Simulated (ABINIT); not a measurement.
# SrTiO3 (Tausonite): G0W0 with ABINIT, start to end, part 2 of 3

Aim: the G0W0 gap of SrTiO3 (Tausonite) on PBEsol, step by step.

ABINIT 10.8.3; PBEsol and many-body steps on it, plane waves. Known limits of the many-body steps: not at the basis limit; no spin-orbit coupling; coarse k mesh.

So far. Step 2 (Ground state): The gap is indirect, with the least direct gap 0.36 eV higher.

### 3. Bands along the symmetry lines

Level of this step: DFT, PBEsol, plane waves, norm-conserving pseudopotentials (ABINIT).

Levels along a band path, at the cheap level, show where the edges lie and whether the meshes to come will hold them.

Input file run.abi:

```
acell 3*1.0 Angstrom
rprim 
  3.905280000000 0.000000000000 0.000000000000
  0.000000000000 3.905280000000 0.000000000000
  0.000000000000 0.000000000000 3.905280000000
ntypat 3
znucl 38 22 8
natom 5
typat 1 2 3 3 3
xred 
  0.500000000000 0.500000000000 0.500000000000
  0.000000000000 0.000000000000 0.000000000000
  0.500000000000 0.000000000000 0.000000000000
  0.000000000000 0.500000000000 0.000000000000
  0.000000000000 0.000000000000 0.500000000000
pp_dirpath "pseudos"
pseudos "Sr.upf, Ti.upf, O.upf"
ecut 38
iscf -2
irdden 1
kptopt 0
nkpt 50
kpt 
  0.00000000 0.00000000 0.00000000
  0.00000000 0.06250000 0.00000000
  0.00000000 0.12500000 0.00000000
  0.00000000 0.18750000 0.00000000
  0.00000000 0.25000000 0.00000000
  0.00000000 0.31250000 0.00000000
  0.00000000 0.37500000 0.00000000
  0.00000000 0.43750000 0.00000000
  0.00000000 0.50000000 0.00000000
  0.06250000 0.50000000 0.00000000
  0.12500000 0.50000000 0.00000000
  0.18750000 0.50000000 0.00000000
  0.25000000 0.50000000 0.00000000
  0.31250000 0.50000000 0.00000000
  0.37500000 0.50000000 0.00000000
  0.43750000 0.50000000 0.00000000
  0.50000000 0.50000000 0.00000000
  0.43750000 0.43750000 0.00000000
  0.37500000 0.37500000 0.00000000
  0.31250000 0.31250000 0.00000000
  0.25000000 0.25000000 0.00000000
  0.18750000 0.18750000 0.00000000
  0.12500000 0.12500000 0.00000000
  0.06250000 0.06250000 0.00000000
  0.00000000 0.00000000 0.00000000
  0.06250000 0.06250000 0.06250000
  0.12500000 0.12500000 0.12500000
  0.18750000 0.18750000 0.18750000
  0.25000000 0.25000000 0.25000000
  0.31250000 0.31250000 0.31250000
  0.37500000 0.37500000 0.37500000
  0.43750000 0.43750000 0.43750000
  0.50000000 0.50000000 0.50000000
  0.43750000 0.50000000 0.43750000
  0.37500000 0.50000000 0.37500000
  0.31250000 0.50000000 0.31250000
  0.25000000 0.50000000 0.25000000
  0.18750000 0.50000000 0.18750000
  0.12500000 0.50000000 0.12500000
  0.06250000 0.50000000 0.06250000
  0.00000000 0.50000000 0.00000000
  0.50000000 0.50000000 0.50000000
  0.50000000 0.50000000 0.43750000
  0.50000000 0.50000000 0.37500000
  0.50000000 0.50000000 0.31250000
  0.50000000 0.50000000 0.25000000
  0.50000000 0.50000000 0.18750000
  0.50000000 0.50000000 0.12500000
  0.50000000 0.50000000 0.06250000
  0.50000000 0.50000000 0.00000000
istwfk *1
nband 31
nbdbuf 6
tolwfr 1e-07
nstep 50
prtwf 0
prtvol 0
indata_prefix "in"
outdata_prefix "out"
tmpdata_prefix "tmp"
```

The run is started by

```bash
$ OMP_NUM_THREADS=1 mpirun -n 4 abinit run.abi > log
```

Numbers of over 12 decimals in the logs are rounded to 6 here.

The log of the run:

```text
.Version 10.8.3 of ABINIT. v10.8.2 released Aug 2026.

 Symmetries : space group Pm -3 m (#221); Bravais cP (primitive cubic)
[... echo of the input left out ...]
== DATASET  1 ==================================================================
-   mpi_nproc: 4, omp_nthreads: 1 (-1 if OMP is not activated)

--- !DatasetInfo
iteration_state: {dtset: 1, }
dimensions: {natom: 5, nkpt: 50, mband: 31, nsppol: 1, nspinor: 1, nspden: 1, mpw: 4632, }
cutoff_energies: {ecut:  38.0, pawecutdg:  -1.0, }
electrons: {nelect:   4.00000000E+01, charge:   0.00000000E+00, occopt:   1.00000000E+00, tsmear:   1.00000000E-02, }

 Real(R)+Recip(G) space primitive vectors, cartesian coordinates (Bohr,Bohr^-1):
 R(1)=  7.3799096  0.0000000  0.0000000  G(1)=  0.1355030  0.0000000  0.0000000
 R(2)=  0.0000000  7.3799096  0.0000000  G(2)=  0.0000000  0.1355030  0.0000000
 R(3)=  0.0000000  0.0000000  7.3799096  G(3)=  0.0000000  0.0000000  0.1355030
 Unit cell volume ucvol=  4.0193251E+02 bohr^3
 Angles (23,13,12)=  9.00000000E+01  9.00000000E+01  9.00000000E+01 degrees

 getcut: wavevector=  0.0000  0.0000  0.0000  ngfft=  45  45  45
         ecut(hartree)=     38.000   => boxcut(ratio)=   2.14855

--- Pseudopotential description ------------------------------------------------
- Sr Generated using ONCVPSP code by D. R. Hamann
- 38.00000  10.00000  180301                  znucl, zion, pspdat
12 -116133 2 -1 1834                          pspcod,pspxc,lmax,lloc,mmax
     nproj     2     2     2
  pspatm : epsatm=   12.46451298
         --- l  ekb(1:nproj) -->
             0   10.029206    1.044171
             1    7.472414    1.670829
             2    4.142950    0.968140
 pspatm: atomic psp has been read  and splines computed

- Ti Generated using ONCVPSP code by D. R. Hamann
- 22.00000  12.00000  180301                  znucl, zion, pspdat
12 -116133 2 -1 1586                          pspcod,pspxc,lmax,lloc,mmax
     nproj     2     2     2
  pspatm : epsatm=   14.76920182
         --- l  ekb(1:nproj) -->
[...]
pspatm: atomic psp has been read  and splines computed

- O Generated using ONCVPSP code by D. R. Hamann
-  8.00000   6.00000  180301                  znucl, zion, pspdat
12 -116133 2 -1 936                           pspcod,pspxc,lmax,lloc,mmax
     nproj     2     2     1
  pspatm : epsatm=    6.22910120
         --- l  ekb(1:nproj) -->
[...]
2   -1.335834
 pspatm: atomic psp has been read  and splines computed

--------------------------------------------------------------------------------

================================================================================
 prteigrs : about to open file out_EIG
 Non-SCF case, kpt    1 (  0.00000  0.00000  0.00000), residuals and eigenvalues=
  9.69E-08  5.25E-08  1.89E-08  5.08E-08  5.39E-08  9.22E-08  2.90E-08  6.81E-08
[...]
1.9189E-01  2.4667E-01  3.9097E-01  3.9097E-01  4.0785E-01  4.4811E-01
  5.3988E-01  5.5350E-01  5.6193E-01  6.0224E-01  6.0224E-01  6.2744E-01
  6.8581E-01

--- !ResultsGS
iteration_state: {dtset: 1, }
comment   : Summary of ground state results
lattice_vectors:
- [  7.3799096,   0.0000000,   0.0000000, ]
- [  0.0000000,   7.3799096,   0.0000000, ]
- [  0.0000000,   0.0000000,   7.3799096, ]
lattice_lengths: [   7.37991,    7.37991,    7.37991, ]
lattice_angles: [ 90.000,  90.000,  90.000, ] # degrees, (23, 13, 12)
lattice_volume:   4.0193251E+02
convergence: {deltae:  0.000E+00, res2:  0.000E+00, residm:  9.967E-08, diffor:  0.000E+00, }
etotal    :  -1.43310429E+02
entropy   :   0.00000000E+00
fermie    :   2.49887453E-01
cartesian_stress_tensor: null
pressure_GPa: null
xred      :
- [  5.0000E-01,   5.0000E-01,   5.0000E-01, Sr]
- [  0.0000E+00,   0.0000E+00,   0.0000E+00, Ti]
- [  5.0000E-01,   0.0000E+00,   0.0000E+00,  O]
- [  0.0000E+00,   5.0000E-01,   0.0000E+00,  O]
- [  0.0000E+00,   0.0000E+00,   5.0000E-01,  O]
cartesian_forces: null
force_length_stats: {min: null, max: null, mean: null, }

 Integrated electronic density in atomic spheres:
 ------------------------------------------------
 Atom  Sphere_radius  Integrated_density
[...]
================================================================================

 ----iterations are completed or convergence reached----

 Mean square residual over all n,k,spin=   49.676E-09; max=  99.666E-09
 reduced coordinates (array xred) for    5 atoms
[...]
0.000000000000      0.500000000000      0.000000000000
       0.000000000000      0.000000000000      0.500000000000

 cartesian coordinates (angstrom) at end:
    1      1.952640     1.952640     1.952640
    2      0.000000     0.000000     0.000000
    3      1.952640     0.000000     0.000000
    4      0.000000     1.952640     0.000000
    5      0.000000     0.000000     1.952640
 length scales=  1.889726125908  1.889726125908  1.889726125908 bohr
              =  1.000000000000  1.000000000000  1.000000000000 angstroms
 prteigrs : about to open file out_EIG
 Eigenvalues (hartree) for nkpt=  50  k points:
 kpt#   1, nband= 31, wtk=  1.00000, kpt=  0.0000  0.0000  0.0000 (reduced coord)
[...]
kpt#   2, nband= 31, wtk=  1.00000, kpt=  0.0000  0.0625  0.0000 (reduced coord)
[...]
kpt#   3, nband= 31, wtk=  1.00000, kpt=  0.0000  0.1250  0.0000 (reduced coord)
[...]
kpt#  49, nband= 31, wtk=  1.00000, kpt=  0.5000  0.5000  0.0625 (reduced coord)
[...]
0.53869    0.55480    0.56177    0.59596    0.59596    0.62664    0.68309
 kpt#  50, nband= 31, wtk=  1.00000, kpt=  0.5000  0.5000  0.0000 (reduced coord)
[...]
-0.28276   -0.27096   -0.27096    0.07721    0.08212    0.09539    0.14385    0.14385
   0.18572    0.19189    0.19189    0.24667    0.39097    0.39097    0.40785    0.44811
   0.53988    0.55350    0.56193    0.60224    0.60224    0.62744    0.68581

== END DATASET(S) ==============================================================
================================================================================

 -outvars: echo values of variables after computation  --------
            nband          31
             nkpt          50
          spgroup         221
 [... the other variables as echoed above ...]

 Calculation completed.
```

The job ended after 41 s (4 MPI ranks of Arm Neoverse V1, shared host; peak memory 0.37 GiB; 2.7 min of CPU time).

Numbers from this step:

* gap: 1.854 eV
* k of the valence top: 0.5, 0.5, 0.5
* k of the conduction bottom: 0, 0, 0
* least direct gap: 2.212 eV

The gap is 1.854 eV, as in the run before at this level.

The electronic bands at the labelled points (eV, zero at the top of the highest filled band):

| point | band 17 | band 18 | band 19 | band 20 | band 21 | band 22 | band 23 | band 24 |
| --- | --- | --- | --- | --- | --- | --- | --- | --- |
| Γ | -1.18 | -0.36 | -0.36 | -0.36 | 1.85 | 1.85 | 1.85 | 4.42 |
| halfway | -1.69 | -1.63 | -0.60 | -0.60 | 1.94 | 2.94 | 2.94 | 4.43 |
| X | -2.38 | -2.01 | -0.74 | -0.74 | 2.03 | 3.83 | 3.83 | 4.44 |
| halfway | -1.90 | -1.47 | -1.34 | -0.65 | 3.01 | 3.83 | 3.95 | 5.17 |
| M | -1.75 | -1.58 | -1.58 | -0.09 | 3.84 | 3.84 | 4.30 | 5.39 |
| halfway | -1.72 | -1.37 | -1.08 | -0.74 | 2.90 | 3.04 | 3.31 | 5.05 |
| Γ | -1.18 | -0.36 | -0.36 | -0.36 | 1.85 | 1.85 | 1.85 | 4.42 |
| halfway | -2.82 | -0.93 | -0.93 | -0.63 | 3.38 | 3.43 | 3.43 | 6.58 |
| R | -3.76 | 0.00 | 0.00 | 0.00 | 4.53 | 4.53 | 4.53 | 6.91 |
| halfway | -2.75 | -0.96 | -0.81 | -0.53 | 3.51 | 4.02 | 4.05 | 6.53 |
| X | -2.38 | -2.01 | -0.74 | -0.74 | 2.03 | 3.83 | 3.83 | 4.44 |
| jump to R | -3.76 | 0.00 | 0.00 | 0.00 | 4.53 | 4.53 | 4.53 | 6.91 |
| halfway | -3.18 | -0.68 | -0.68 | -0.04 | 4.12 | 4.12 | 4.41 | 6.82 |
| M | -1.75 | -1.58 | -1.58 | -0.09 | 3.84 | 3.84 | 4.30 | 5.39 |

### 4. Empty states on the mesh, 4×4×4 mesh, 155 bands

The sums over transitions need many empty states on a uniform mesh; this step solves for them.

Input file run.abi:

```
acell 3*1.0 Angstrom
rprim 
  3.905280000000 0.000000000000 0.000000000000
  0.000000000000 3.905280000000 0.000000000000
  0.000000000000 0.000000000000 3.905280000000
ntypat 3
znucl 38 22 8
natom 5
typat 1 2 3 3 3
xred 
  0.500000000000 0.500000000000 0.500000000000
  0.000000000000 0.000000000000 0.000000000000
  0.500000000000 0.000000000000 0.000000000000
  0.000000000000 0.500000000000 0.000000000000
  0.000000000000 0.000000000000 0.500000000000
pp_dirpath "pseudos"
pseudos "Sr.upf, Ti.upf, O.upf"
ecut 38
ngkpt 4 4 4
nshiftk 1
shiftk 0 0 0
kptopt 1
chksymbreak 0
irdden 1
istwfk *1
nband 155
prtvol 0
optdriver 6
gwr_task "HDIAGO"
paral_kgb 0
occopt 1
indata_prefix "in"
outdata_prefix "out"
tmpdata_prefix "tmp"
```

The log of the run:

```text
[banner, memory and clock lines left out]
.Version 10.8.3 of ABINIT. v10.8.2 released Aug 2026.

 Symmetries : space group Pm -3 m (#221); Bravais cP (primitive cubic)
[... echo of the input left out ...]
== DATASET  1 ==================================================================
-   mpi_nproc: 4, omp_nthreads: 1 (-1 if OMP is not activated)

--- !DatasetInfo
iteration_state: {dtset: 1, }
dimensions: {natom: 5, nkpt: 10, mband: 155, nsppol: 1, nspinor: 1, nspden: 1, mpw: 4632, }
cutoff_energies: {ecut:  38.0, pawecutdg:  -1.0, }
electrons: {nelect:   4.00000000E+01, charge:   0.00000000E+00, occopt:   1.00000000E+00, tsmear:   1.00000000E-02, }

.Using double precision arithmetic; gwpc =  8

- Reading GS density from: in_DEN

--- Pseudopotential description ------------------------------------------------
- Sr Generated using ONCVPSP code by D. R. Hamann
- 38.00000  10.00000  180301                  znucl, zion, pspdat
12 -116133 2 -1 1834                          pspcod,pspxc,lmax,lloc,mmax
     nproj     2     2     2
  pspatm : epsatm=   12.46451298
         --- l  ekb(1:nproj) -->
             0   10.029206    1.044171
             1    7.472414    1.670829
             2    4.142950    0.968140
 pspatm: atomic psp has been read  and splines computed

- Ti Generated using ONCVPSP code by D. R. Hamann
- 22.00000  12.00000  180301                  znucl, zion, pspdat
12 -116133 2 -1 1586                          pspcod,pspxc,lmax,lloc,mmax
     nproj     2     2     2
  pspatm : epsatm=   14.76920182
         --- l  ekb(1:nproj) -->
[...]
pspatm: atomic psp has been read  and splines computed

- O Generated using ONCVPSP code by D. R. Hamann
-  8.00000   6.00000  180301                  znucl, zion, pspdat
12 -116133 2 -1 936                           pspcod,pspxc,lmax,lloc,mmax
     nproj     2     2     1
  pspatm : epsatm=    6.22910120
         --- l  ekb(1:nproj) -->
             0    6.050032    0.820363
             1   -4.739617   -1.153841
             2   -1.335834
 pspatm: atomic psp has been read  and splines computed

   1.83684074E+03                                ecore*ucvol(ha*bohr**3)

 Total charge density [el/Bohr^3]
)     Maximum=    1.3446E+00  at reduced coord.    0.0000    0.0000    0.9111
)     Minimum=    5.2955E-03  at reduced coord.    0.4889    0.4889    0.0000
   Integrated=    4.0000E+01

 === KS gaps after direct diagonalization ===
 Indirect band gap semiconductor
 Fundamental gap:     1.854 (eV)
   VBM:     6.800 (eV) at k: [ 5.0000E-01,  5.0000E-01,  5.0000E-01]
   CBM:     8.653 (eV) at k: [ 0.0000E+00,  0.0000E+00,  0.0000E+00]
 Direct gap:         2.212 (eV) at k: [ 0.0000E+00,  0.0000E+00,  0.0000E+00]

== END DATASET(S) ==============================================================

 -outvars: echo values of variables after computation  --------
           etotal      0.0000000000E+00
            nband         155
             nkpt          10
          spgroup         221
 [... the other variables as echoed above ...]

 Calculation completed.
```

Elapsed: 3.3 min, on 4 MPI ranks; peak memory 4.6 GiB; 13 min of CPU time.

Numbers from this step:

```yaml
gap: 1.854 eV
k_of_the_valence_top: 0.5, 0.5, 0.5
k_of_the_conduction_bottom: 0, 0, 0
least_direct_gap: 2.212 eV
k_points_computed: 10
lowest_point_of_the_top_converged_band_above_the_valence_top: 83.5049 eV
```

On this mesh the gap is 1.854 eV.

### 5. Screening, 4×4×4 mesh, 147 bands, screening to 130.6 eV

The RPA dielectric matrix is built and inverted for each q.

This step: RPA screening on PBEsol, plane waves, norm-conserving pseudopotentials.

Changes to run.abi since step 4:

```diff
@@ -23,10 +23,11 @@
 chksymbreak 0
-irdden 1
 istwfk *1
-nband 155
-prtvol 0
-optdriver 6
-gwr_task "HDIAGO"
-paral_kgb 0
 occopt 1
+irdwfk 1
+optdriver 3
+nband 147
+ecuteps 4.8
+inclvkb 2
+awtr 1
+symchi 1
 indata_prefix "in"
```

The log of the run:

```text
.Version 10.8.3 of ABINIT. v10.8.2 released Aug 2026.

 Symmetries : space group Pm -3 m (#221); Bravais cP (primitive cubic)
[... echo of the input left out ...]
== DATASET  1 ==================================================================
-   mpi_nproc: 4, omp_nthreads: 1 (-1 if OMP is not activated)

--- !DatasetInfo
iteration_state: {dtset: 1, }
dimensions: {natom: 5, nkpt: 10, mband: 147, nsppol: 1, nspinor: 1, nspden: 1, mpw: 4632, }
cutoff_energies: {ecut:  38.0, pawecutdg:  -1.0, }
electrons: {nelect:   4.00000000E+01, charge:   0.00000000E+00, occopt:   1.00000000E+00, tsmear:   1.00000000E-02, }

 SCREENING: Calculation of the susceptibility and dielectric matrices

 Based on a program developped by R.W. Godby, V. Olevano, G. Onida, and L. Reining.
 Incorporated in ABINIT by V. Olevano, G.-M. Rignanese, and M. Torrent.
.Using double precision arithmetic ; gwpc =  8

[... cell and pseudopotentials left out ...]
--------------------------------------------------------------------------------

 ==== K-mesh for the wavefunctions ====
 Number of points in the irreducible wedge :    10
[... list of points left out ...]
 Together with 48 symmetry operations and time-reversal symmetry
 yields    64 points in the full Brillouin Zone.

 ==== Q-mesh for the screening function ====
 Number of points in the irreducible wedge :    10
[... list of points left out ...]
 Together with 48 symmetry operations and time-reversal symmetry
 yields    64 points in the full Brillouin Zone.

 setmesh: FFT mesh size selected  =    27x   27x   27
          total number of points  =        19683

 vcoul_init : cutoff-mode = AUXILIARY_FUNCTION
 q-points for optical limit:   1
     1)      0.000010    0.000020    0.000030

- screening: taking advantage of time-reversal symmetry
- Maximum band index for partially occupied states nbvw = 20
- Remaining bands to be divided among processors   nbcw = 127
- Number of bands treated by each node ~31

 Number of electrons calculated from density =   40.0000; Expected =   40.0000
 average of density, n =  0.099519
 r_s =    1.3387
 omega_plasma =   30.4305 [eV]

 calculating chi0 at frequencies [eV] :
  1    0.000000E+00    0.000000E+00
  2    0.000000E+00    3.043050E+01

--------------------------------------------------------------------------------
  q-point number  1        q = ( 0.000000, 0.000000, 0.000000) [r.l.u.]
--------------------------------------------------------------------------------
[... chi0 elements left out ...]
 For q-point:  0.000010 0.000020 0.000030
  dielectric constant =   6.5690
  dielectric constant without local fields =   6.9356

  Average fulfillment of the sum rule on Im[epsilon] for q-point    1 :     69.48  [%]
[... wings left out ...]
  q-point number  2        q = ( 0.250000, 0.000000, 0.000000) [r.l.u.]
--------------------------------------------------------------------------------
[... chi0 elements left out ...]
  Average fulfillment of the sum rule on Im[epsilon] for q-point    2 :     78.82  [%]

 [... 8 further q-points ...]
```

It took 90 s on 4 MPI ranks; peak memory 1.2 GiB; 6 min of CPU time.

This step gave:

```yaml
eps_infinity_with_local_fields_on_this_mesh_along_the_program_s_q_direction: 6.569
the_same_without_local_fields: 6.936
plasma_frequency: 30.43 eV
plane_waves_in_the_screening_matrix: 203
```

Local fields lower ε∞ by 5 %. On a Γ-centred mesh this coarse the value itself is usually too large, while a short band sum pulls it down.

(Continued in part 3 of 3.)

[Paths, hosts, dates, memory and timing lines, banners, echoed tables and standing remarks are left out of the program output.]

[Logs are printed without paths, hosts, clocks, repeated set-up lines and the standing remarks that a program may print on its own settings, such as how far it seeks lower states.]

[Runs of the session that timed out or met a known fault of the program may be left out.]

[Hosts, paths, dates, database ids (printed as entryN), source tags and the programs' standing remarks are cut or masked in the printed files.]

[G0W0 gaps are taken among the corrected bands and points alone; a level outside them can change the order at an edge.]

[Where Ansatz stands beside ABINIT at settings called matched, ABINIT's density can come from a denser mesh and the files from another edition; pairs whose starting gaps differed by over 0.03 eV were left out, so agreement reads better than it is.]
